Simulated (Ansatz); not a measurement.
**Convergence of a linear-scaling basis for (8,0) carbon nanotube bundle (64 atoms)**

Aim: test how closely localised support functions follow the reference on (8,0) carbon nanotube bundle (64 atoms), and at what cost. A setting counts as converged where the r.m.s. difference of forces stays under 1 % of the r.m.s. force.

Main program and level: Ansatz 0.2.0; Kohn-Sham DFT, PBE+D3(BJ), PAW (set soft_2), plane waves.

## (1) Starting point

The cell holds 64 atoms: 64 C. Cell: a = 9.564 Å, b = 9.564 Å, c = 8.522 Å, α = 90.0°, β = 90.0°, γ = 120.0°. It derives from C (graphene). Graphene sheet (a = 2.46 Å) rolled into a (8,0) tube of diameter 6.26 Å, 2 periods, hexagonal bundle with 3.3 Å between walls; every coordinate displaced by a Gaussian of 0.03 Å.

## (2) Plane-wave single point

The first run fixes the reference, at a cutoff of 420 eV.

Contents of input.yaml:

```yaml
crystal:
  lattice:
    - [9.56434, 0.0, 0.0]
    - [-4.78217, 8.28296, 0.0]
    - [0.0, 0.0, 8.52169]
  atoms:
    - { symbol: C, position: [0.32989, 0.00214, 0.16763] }
    - { symbol: C, position: [0.37196, 0.13834, 0.07645] }
    - { symbol: C, position: [0.372, 0.26594, 0.16499] }
    - { symbol: C, position: [0.29776, 0.34824, 0.07923] }
    - { symbol: C, position: [0.37327, 0.14929, 0.42079] }
    - { symbol: C, position: [0.36458, 0.26841, 0.33531] }
    - { symbol: C, position: [0.18914, 0.37689, 0.17225] }
    - { symbol: C, position: [0.05493, 0.35056, 0.08366] }
    - { symbol: C, position: [0.29598, 0.34861, 0.42169] }
    - { symbol: C, position: [0.18537, 0.3728, 0.33353] }
    - { symbol: C, position: [0.89832, 0.26081, 0.16479] }
    - { symbol: C, position: [0.76595, 0.14247, 0.08556] }
    - { symbol: C, position: [0.04615, 0.35063, 0.41886] }
    - { symbol: C, position: [0.90396, 0.27095, 0.32842] }
    - { symbol: C, position: [0.6794, 0.00378, 0.16413] }
    - { symbol: C, position: [0.62351, 0.85599, 0.08367] }
    - { symbol: C, position: [0.76806, 0.1402, 0.4166] }
    - { symbol: C, position: [0.67872, 0.00331, 0.33809] }
    - { symbol: C, position: [0.64227, 0.73408, 0.17088] }
    - { symbol: C, position: [0.70236, 0.65136, 0.08473] }
    - { symbol: C, position: [0.62722, 0.85609, 0.41254] }
    - { symbol: C, position: [0.63476, 0.73606, 0.33053] }
    - { symbol: C, position: [0.81611, 0.62867, 0.1734] }
    - { symbol: C, position: [0.95041, 0.6453, 0.08147] }
    - { symbol: C, position: [0.70367, 0.65275, 0.41816] }
    - { symbol: C, position: [0.81603, 0.6253, 0.33373] }
    - { symbol: C, position: [0.10048, 0.73276, 0.16692] }
    - { symbol: C, position: [0.23391, 0.86164, 0.08348] }
    - { symbol: C, position: [0.95449, 0.65539, 0.41611] }
    - { symbol: C, position: [0.09789, 0.7385, 0.33661] }
    - { symbol: C, position: [0.22978, 0.85812, 0.41421] }
    - { symbol: C, position: [0.32764, 0.99962, 0.33049] }
    - { symbol: C, position: [0.32945, 0.00143, 0.66312] }
    - { symbol: C, position: [0.37588, 0.14271, 0.58713] }
    - { symbol: C, position: [0.36327, 0.2642, 0.66341] }
    - { symbol: C, position: [0.30348, 0.34826, 0.57965] }
    - { symbol: C, position: [0.37807, 0.14485, 0.91842] }
    - { symbol: C, position: [0.36676, 0.26559, 0.83852] }
    - { symbol: C, position: [0.19127, 0.37836, 0.66648] }
    - { symbol: C, position: [0.05174, 0.35142, 0.58118] }
    - { symbol: C, position: [0.30128, 0.3485, 0.91669] }
    - { symbol: C, position: [0.19036, 0.38184, 0.83582] }
    - { symbol: C, position: [0.90144, 0.27214, 0.66861] }
    - { symbol: C, position: [0.76657, 0.14547, 0.58072] }
    - { symbol: C, position: [0.06104, 0.35583, 0.9166] }
    - { symbol: C, position: [0.89739, 0.26678, 0.83566] }
    - { symbol: C, position: [0.67407, 6.0e-05, 0.66857] }
    - { symbol: C, position: [0.62717, 0.85202, 0.58552] }
    - { symbol: C, position: [0.76764, 0.14024, 0.91191] }
    - { symbol: C, position: [0.68161, 0.00941, 0.83678] }
    - { symbol: C, position: [0.63999, 0.73862, 0.66686] }
    - { symbol: C, position: [0.70131, 0.65362, 0.58341] }
    - { symbol: C, position: [0.6282, 0.85202, 0.91539] }
    - { symbol: C, position: [0.63212, 0.73184, 0.83258] }
    - { symbol: C, position: [0.80913, 0.62388, 0.67258] }
    - { symbol: C, position: [0.9527, 0.64304, 0.57971] }
    - { symbol: C, position: [0.7044, 0.65257, 0.91582] }
    - { symbol: C, position: [0.81183, 0.62814, 0.83082] }
    - { symbol: C, position: [0.09809, 0.73195, 0.66461] }
    - { symbol: C, position: [0.23169, 0.85578, 0.58395] }
    - { symbol: C, position: [0.94294, 0.64737, 0.91962] }
    - { symbol: C, position: [0.09627, 0.73908, 0.83159] }
    - { symbol: C, position: [0.23108, 0.85689, 0.92138] }
    - { symbol: C, position: [0.32293, 0.004, 0.83505] }
kpoints:
  mp_grid: { grid: [2, 2, 2] }
hamiltonian:
  xc: pbe
  dispersion: d3bj
scf:
  occupations: { method: fermi_dirac, width: 0.05 }
output:
  forces: true
  stress: true
  populations: true
  dos:
    method: { smearing: { sigma: 0.08 } }
    de: 0.1
    projected: { site_lists: { C: [C] } }
  eigenvalues: true
  write_density: true
  write_potential: true
  volumetric_format: npy
  elf: true
```

Started as:

```sh
$ ansatz run input.yaml --threads 4 --pin off --max-ram 8192MiB --backend cpu --events-out ev --progress --plain --runs-dir out
```

Numbers of over 12 decimals in the logs are rounded to 6 here.

The log of the run:

```text
Engine: ansatz 0.2.0, aarch64-unknown-linux-gnu
Pseudopotentials: kind: paw
Pseudopotential: C, paw, valence charge 4, recommended cutoff 420 eV (normal), C.paw.azcp
[... 5 lines on functional and potentials left out ...]
Crystal: 64 atoms, lattice volume = 675.097 Å³
Basis set: ecut = 420 eV, 13193 PW (Γ), exchange–correlation on 128×128×120 points (8 copies of the dense FFT grid, shifted against one another)
Bands: 192, of which v1, the nominal top of the filled ones, is band 128 counted from 1 (127 counted from 0)
Symmetry: 1 space group operations
Space group: P1 (ITA 1), of the structure as read, at distance tolerance 8.8e-5 Å
k-points: 8
[... 3 lines on functional and potentials left out ...]
Initial density: superposition of atomic densities (neutral atoms: chi_scale 0, normalization atom), corrected by the library's trained network
Initial wavefunctions: pseudopotential atomic-orbital guess
Functional: x = pbe(κ = 0.804, μ = 0.219515), c = pbe(β = 0.066725)
SCF iter   1: F=—  HF=-16050.129732 eV  |F-HF|=—  |Δ(HF+E_count)|=         —  Δρ=4.86e-3  dr2=1.04e-1  ethr=1.77e-3  ⟨swp⟩=10.8  Hψ=8845  notcnv=0  defer=281
preconditioner: auto → LDOS  [metal: Δε(μ)=0.075 eV  Ē_g=14.980 eV  σ=0.050 eV  W_gap=0.35  n_scr=138 (ndim 8)  ℏωp=22.9 eV  f_vac=0.192  D(μ)=3.46/eV (n_scr^D=8)  β→1.0]
SCF iter   2: F=—  HF=-16050.200430 eV  |F-HF|=—  |Δ(HF+E_count)|=   7.07e-2  Δρ=1.60e-3  dr2=3.04e-2  ethr=4.04e-5  ⟨swp⟩=2.1  Hψ=2728  notcnv=0  defer=427
SCF iter   3: F=—  HF=-16050.195765 eV  |F-HF|=—  |Δ(HF+E_count)|=   4.66e-3  Δρ=9.16e-4  dr2=1.10e-2  ethr=1.19e-5  ⟨swp⟩=2.0  Hψ=2095  notcnv=0  defer=427
SCF iter   4: F=—  HF=-16050.193384 eV  |F-HF|=—  |Δ(HF+E_count)|=   2.38e-3  Δρ=3.04e-4  dr2=1.10e-3  ethr=4.29e-6  ⟨swp⟩=2.0  Hψ=1757  notcnv=0  defer=427
SCF iter   5: F=—  HF=-16050.193120 eV  |F-HF|=—  |Δ(HF+E_count)|=   2.64e-4  Δρ=6.13e-5  dr2=4.31e-5  ethr=4.30e-7  ⟨swp⟩=2.0  Hψ=1823  notcnv=0  defer=427
SCF iter   6: F=—  HF=-16050.193542 eV  |F-HF|=—  |Δ(HF+E_count)|=   4.22e-4  Δρ=1.26e-5  dr2=1.56e-6  ethr=1.69e-8  ⟨swp⟩=2.0  Hψ=2339  notcnv=0  defer=427
SCF iter   7: F=-16050.193542 eV  HF=-16050.193542 eV  |F-HF|=3.88e-9  |Δ(HF+E_count)|=   3.85e-8  Δρ=3.25e-6  dr2=4.88e-8  ethr=3.91e-11  ⟨swp⟩=22.1  Hψ=15299  notcnv=0
SCF 1 converged in 7 iterations: F = -16050.193542 eV  dr2 = 4.88e-8
  greatest PAW one-centre occupation: 0.697 electrons in one spin orbital (limit 2), on the C atom at site 48 (counted from 0), in its partial waves of l = 0
WARN: The input density's exchange-correlation potential varies sharply where the density is thin. Do not read a vacuum level from v_tot or v_xc, or from such a field of the output density. On a cell that repeats whose density bears no net charge and no dipole along the vacuum's axis use v_es (v_loc + v_h of the components); [...]
SCF converged after 7 iterations
Free energy (F): -16050.193542 eV
Harris-Foulkes:  -16050.193542 eV  (|F-HF|=3.88e-9)
Internal energy: -16050.163969 eV  (E = F + TS)
E sigma→0 (E₀):  -16050.178756 eV
Entropy (-TS):   -0.029573 eV (-0.462 meV/atom)
Fermi energy:    5.240390 eV
--- Per-component energies (eV) ---
  E_band       = -1028.705199
  E_kinetic    = 5869.919822
  E_local      = -14523.404736  (includes V_loc(G=0)·N_el)
  E_nonlocal   = 1762.382639
  E_hartree    = 5059.970242
  E_xc         = -3082.338092
  E_vxc        = -3816.735584  (∫ρ·V_xc dr)
  E_paw        = -6362.492446  (= ΣΔE_a)
  E_vpaw       = -440.813297  (= ΣTr[D̂ρ^β])
  E_aug_tail   = 0.000515  (compensation charges beyond the density's cutoff)
  E_ewald      = -4766.165041
  E_disp       = -8.036873  (pairwise vdW)
  E_smearing   = -0.029573  (= −TS)
  E_closure    = -0.000000  (closes the sum)
  Σ components = -16050.193542   (vs F -16050.193542, Δ=0.00e0)
--- Forces (eV/Å), atoms counted from 1 ---
  atom   1  C      0.46555453    -0.45681026    -0.34617218
  atom   2  C      0.35462969     2.71732983     4.27839691
  atom   3  C     -2.23254212     1.04635439    -0.05514613
  atom   4  C      2.20830565    -0.35907298     2.67714361
  atom   5  C      1.74412661    -2.28596625    -1.16537677
  atom   6  C      0.39703420     0.21313255    -1.24162937
  atom   7  C      0.65684258     0.04811247    -2.20195224
  atom   8  C     -1.86473591    -0.65622066    -0.24030187
  atom   9  C      1.18435059     0.05295865    -3.41560720
  atom  10  C     -0.48109541     0.88679714     1.93773674
  atom  11  C      1.64762588     3.14326292     0.19405779
  atom  12  C      0.25907643     1.29119246    -3.25892136
  atom  13  C      1.16255559     0.36713349    -1.86996331
  atom  14  C     -1.65402484    -1.58573679     1.45733704
[...]
atom  63  C     -0.52740564     0.39850805    -2.67045848
  atom  64  C      1.72380287    -2.30710275    -2.15107565
  max |Σ_I F_I| component: 1.16e-4 eV/Å
--- Stress (GPa, compression-positive) ---
        7.726773      -0.936724       0.179677
       -0.936724      11.626131       0.759699
        0.179677       0.759699       7.129111
  P = ⅓ Tr σ = 8.8273 GPa (88.273 kbar)
--- Band table (eV; the first three rows and the last of 8) ---
  k-point 0: bands = ["-14.8127", "-14.4768", "-14.3666", "-13.6110", [... 176 levels ...], "13.2305", "13.2827", "13.4091", "13.4854", "13.6823", "13.7215", "13.8743", "14.1979", "14.2294", "14.2512", "14.3420", "14.3546"]
[...]
--- Löwdin populations: 64 sites ---
  site symbol       q [e]
     0      C      3.9628
     1      C      3.9479
     2      C      3.9693
[...]
63      C      3.9447
  spilling = 0.009886 (of n_electrons = 256.000000)
```

It took 37 s on 4 threads of Arm Neoverse V2, shared host; peak memory 2.9 GiB.

The program notes that the exchange-correlation potential is rough where the density is thin.

The run gave:

```yaml
free_energy: -16050.1935 eV
free_energy_per_atom: -250.7843 eV/atom
scf_cycles: 7
pressure: 8.827 GPa
r_m_s_force_component: 1.936 eV/Å
longest_force: 9.42 eV/Å
fermi_energy: 5.24 eV
levels_partly_filled_by_over_2_per_cent: 7
spilling_of_the_projection: 0.009886
```

The r.m.s. force component of 1.9 eV/Å sets the scale for the differences below.

## (3) Support functions low

The cell is solved in localised support functions. The level low gives here a grid of 48×48×48 points and a radius of 3.44 Å.

This step: Kohn-Sham DFT, PBE+D3(BJ), PAW (set soft_2), localised support functions (low) (Ansatz 0.2.0).

input.yaml, the sections that differ from step 2:

```yaml
scf:
  occupations: { method: fermi_dirac, width: 0.05 }
  eigensolver: { kind: { support_functions: { accuracy: low } } }
  max_iter: 150
output:
  forces: true
  eigenvalues: true
# crystal, kpoints, hamiltonian: as in step 2
```

The log of the run:

```text
Warning: scf.eigensolver.kind.support_functions: disabling space-group detection — the functions' gradient is summed over unrotated k-points, so no spatial operation reduces the k-mesh or symmetrises the density; time reversal is kept, so that k and −k are solved as one point where they differ and the mesh holds both, and exact exchange and, on two spinor components, a DFT+U term hold to it where the run has them: [...]
settings of this run that can trade accuracy for cost: scf.eigensolver.kind.support_functions; scf.eigensolver.kind.support_functions.accuracy: low [...]
[...]
Crystal: 64 atoms, lattice volume = 675.097 Å³
Basis set: ecut = 420 eV, 13193 PW (Γ), exchange–correlation on 128×128×120 points (8 copies of the dense FFT grid, shifted against one another)
Bands: 154, of which v1, the nominal top of the filled ones, is band 128 counted from 1 (127 counted from 0)
Symmetry: 1 space group operations
k-points: 8
[...]
Eigensolver: Support functions (low, 48×48×48 points, laid for a spacing of at most 0.228497 Å, radius 3.438927 Å, 9 sites without an atom, 1 species' potentials softened for the grid, 1 wholly corrected for its errors in the mean over positions, 1 with the egg-box correction, energy correction by stochastic trace)
[...]
SCF iter   1: F=—  HF=-16065.245375 eV  |F-HF|=—  |Δ(HF+E_count)|=         —  Δρ=1.01e-1  dr2=6.84e1  ethr=1.00e-1
[...]
SCF iter  10: F=—  HF=-16050.421588 eV  |F-HF|=—  |Δ(HF+E_count)|=   1.21e-3  Δρ=4.28e-5  dr2=3.28e-5  ethr=7.26e-8  κ⁻¹=5.8e-6(r=7)
SCF iter  11: F=-16050.422465 eV  HF=-16050.422463 eV  |F-HF|=1.66e-6  |Δ(HF+E_count)|=   8.75e-4  Δρ=2.15e-5  dr2=7.44e-6  ethr=1.28e-8
SCF 1 converged in 11 iterations: F = -16050.430345 eV  dr2 = 7.44e-6
[...]
SCF converged after 11 iterations
Stability not checked: this state was not tested for a lower state beside it, because the mixer in use, unlike msr1, does not test its closes by its own steps (another_mixer; see scf.mixing.algorithm and scf.lower_state_search)
Free energy (F): -16050.430345 eV
[...]
Internal energy: -16050.400785 eV  (E = F + TS)
E sigma→0 (E₀):  -16050.415565 eV
Entropy (-TS):   -0.029560 eV (-0.462 meV/atom)
Fermi energy:    5.239909 eV
[...]
Σ components = -16050.430345   (vs F -16050.430345, Δ=0.00e0)
--- Forces (eV/Å), atoms counted from 1 ---
  atom   1  C      0.46420252    -0.45694323    -0.34544835
  atom   2  C      0.35476434     2.71685747     4.27743164
  atom   3  C     -2.23275561     1.04581904    -0.05424428
  atom   4  C      2.20768019    -0.35959646     2.67482011
[...]
atom  64  C      1.72337675    -2.30574956    -2.15007896
  max |Σ_I F_I| component: 1.13e-3 eV/Å
--- Band table (eV; the first three rows and the last of 8) ---
[...]
```

Elapsed: 80 s, on 4 threads; peak memory 2.2 GiB.

The program notes that the band table was not solved further than the SCF left it and it switched symmetry off.

Keys that differ from the reference: support_functions.accuracy = "low" and scf.max_iter = 150.

Forces differ from the reference by 1.4 meV/Å r.m.s., 0.071 % of their size, well within a tolerance of 1 %; the energy by -3.7 meV/atom. It took 80 s and 11 cycles; the reference's time can't be set against it, since the two runs asked for unlike analyses.

## (4) Support functions medium

The level medium is asked for. Here it resolves to the same grid and radius as in the run with support functions low, so the basis is not new.

This step: Kohn-Sham DFT, PBE+D3(BJ), PAW (set soft_2), localised support functions (medium) (Ansatz 0.2.0).

input.yaml, the sections that differ from step 3:

```yaml
scf:
  occupations: { method: fermi_dirac, width: 0.05 }
  eigensolver: { kind: { support_functions: { accuracy: medium } } }
  max_iter: 150
# crystal, kpoints, hamiltonian, output: as in step 3
```

The log of the run:

```text
[...]
Crystal: 64 atoms, lattice volume = 675.097 Å³
Basis set: ecut = 420 eV, 13193 PW (Γ), exchange–correlation on 128×128×120 points (8 copies of the dense FFT grid, shifted against one another)
Bands: 154, of which v1, the nominal top of the filled ones, is band 128 counted from 1 (127 counted from 0)
Symmetry: 1 space group operations
k-points: 8
[...]
Eigensolver: Support functions (medium, 48×48×48 points, laid for a spacing of at most 0.228497 Å, radius 3.438927 Å, 9 sites without an atom, 1 species' potentials softened for the grid, 1 wholly corrected for its errors in the mean over positions, 1 with the egg-box correction, energy correction by stochastic trace)
[...]
SCF iter   1: F=—  HF=-16065.239784 eV  |F-HF|=—  |Δ(HF+E_count)|=         —  Δρ=1.01e-1  dr2=6.84e1  ethr=1.00e-1
[...]
SCF iter  11: F=—  HF=-16050.422679 eV  |F-HF|=—  |Δ(HF+E_count)|=   8.52e-4  Δρ=2.16e-5  dr2=7.48e-6  ethr=1.28e-8  κ⁻¹=7.5e-6(r=7)
SCF iter  12: F=-16050.423328 eV  HF=-16050.423327 eV  |F-HF|=6.19e-7  |Δ(HF+E_count)|=   6.49e-4  Δρ=9.84e-6  dr2=1.22e-6  ethr=2.92e-9
SCF 1 converged in 12 iterations: F = -16050.430330 eV  dr2 = 1.22e-6
[...]
SCF converged after 12 iterations
[...]
Free energy (F): -16050.430330 eV
[...]
Internal energy: -16050.400766 eV  (E = F + TS)
E sigma→0 (E₀):  -16050.415548 eV
Entropy (-TS):   -0.029564 eV (-0.462 meV/atom)
Fermi energy:    5.239872 eV
[...]
Σ components = -16050.430330   (vs F -16050.430330, Δ=0.00e0)
--- Forces (eV/Å), atoms counted from 1 ---
  atom   1  C      0.46429207    -0.45688813    -0.34565561
  atom   2  C      0.35465923     2.71681395     4.27744803
  atom   3  C     -2.23270727     1.04587241    -0.05431923
  atom   4  C      2.20779437    -0.35963324     2.67501905
[...]
atom  64  C      1.72326111    -2.30579272    -2.15002958
  max |Σ_I F_I| component: 9.23e-4 eV/Å
--- Band table (eV; the first three rows and the last of 8) ---
[...]
```

It took 93 s on 4 threads; peak memory 2.2 GiB; 5.9 min of CPU time.

Keys that differ from the reference: support_functions.accuracy = "medium" and scf.max_iter = 150.

Forces differ from the reference by 1.4 meV/Å r.m.s., 0.070 % of their size, well within a tolerance of 1 %; the energy by -3.7 meV/atom. It took 93 s and 12 cycles; the reference's time can't be set against it, since the two runs asked for unlike analyses.

## (5) Support functions high

The cell is solved in localised support functions. The level high gives here a grid of 60×60×54 points and a radius of 4.12 Å.

This step: Kohn-Sham DFT, PBE+D3(BJ), PAW (set soft_2), localised support functions (high) (Ansatz 0.2.0).

input.yaml, the sections that differ from step 4:

```yaml
scf:
  occupations: { method: fermi_dirac, width: 0.05 }
  eigensolver: { kind: { support_functions: { accuracy: high } } }
  max_iter: 150
# crystal, kpoints, hamiltonian, output: as in step 4
```

The log of the run:

```text
[...]
Crystal: 64 atoms, lattice volume = 675.097 Å³
Basis set: ecut = 420 eV, 13193 PW (Γ), exchange–correlation on 150×150×144 points (8 copies of the dense FFT grid, shifted against one another)
Bands: 154, of which v1, the nominal top of the filled ones, is band 128 counted from 1 (127 counted from 0)
Symmetry: 1 space group operations
k-points: 8
[...]
Eigensolver: Support functions (high, 60×60×54 points, laid for a spacing of at most 0.176269 Å, radius 4.115766 Å, 3 sites without an atom, 1 species' potentials softened for the grid, 1 wholly corrected for its errors in the mean over positions, 1 with the egg-box correction, energy correction by stochastic trace)
[...]
SCF iter   1: F=—  HF=-16066.162265 eV  |F-HF|=—  |Δ(HF+E_count)|=         —  Δρ=1.01e-1  dr2=6.98e1  ethr=1.00e-1
[...]
SCF iter  15: F=—  HF=-16050.428815 eV  |F-HF|=—  |Δ(HF+E_count)|=   1.06e-4  Δρ=9.50e-7  dr2=9.97e-9  ethr=1.35e-11  κ⁻¹=5.9e-6(r=7)
SCF iter  16: F=-16050.428905 eV  HF=-16050.428905 eV  |F-HF|=4.30e-9  |Δ(HF+E_count)|=   9.05e-5  Δρ=4.91e-7  dr2=1.87e-9  ethr=3.89e-12
SCF 1 converged in 16 iterations: F = -16050.430389 eV  dr2 = 1.87e-9
[...]
SCF converged after 16 iterations
[...]
Free energy (F): -16050.430389 eV
[...]
Internal energy: -16050.400808 eV  (E = F + TS)
E sigma→0 (E₀):  -16050.415599 eV
Entropy (-TS):   -0.029581 eV (-0.462 meV/atom)
Fermi energy:    5.239769 eV
[...]
Σ components = -16050.430389   (vs F -16050.430389, Δ=0.00e0)
--- Forces (eV/Å), atoms counted from 1 ---
  atom   1  C      0.46455445    -0.45703068    -0.34581133
  atom   2  C      0.35473406     2.71713861     4.27797540
  atom   3  C     -2.23283013     1.04624356    -0.05442457
  atom   4  C      2.20786104    -0.35921998     2.67594426
[...]
atom  64  C      1.72347597    -2.30636946    -2.15023970
  max |Σ_I F_I| component: 5.75e-5 eV/Å
--- Band table (eV; the first three rows and the last of 8) ---
[...]
```

Run time: 4.2 min. Hardware: 4 threads; peak memory 4.2 GiB.

Keys that differ from the reference: support_functions.accuracy = "high" and scf.max_iter = 150.

Forces differ from the reference by 0.96 meV/Å r.m.s., 0.049 % of their size, well within a tolerance of 1 %; the energy by -3.7 meV/atom. It took 4.2 min and 16 cycles; the reference's time can't be set against it, since the two runs asked for unlike analyses.

(Continued in part 2 of 2.)

[Logs are printed without paths, hosts, clocks, repeated set-up lines and the standing remarks that a program may print on its own settings, such as how far it seeks lower states.]

[Hosts, paths, dates, database ids (printed as entryN), source tags and the programs' standing remarks are cut or masked in the printed files.]
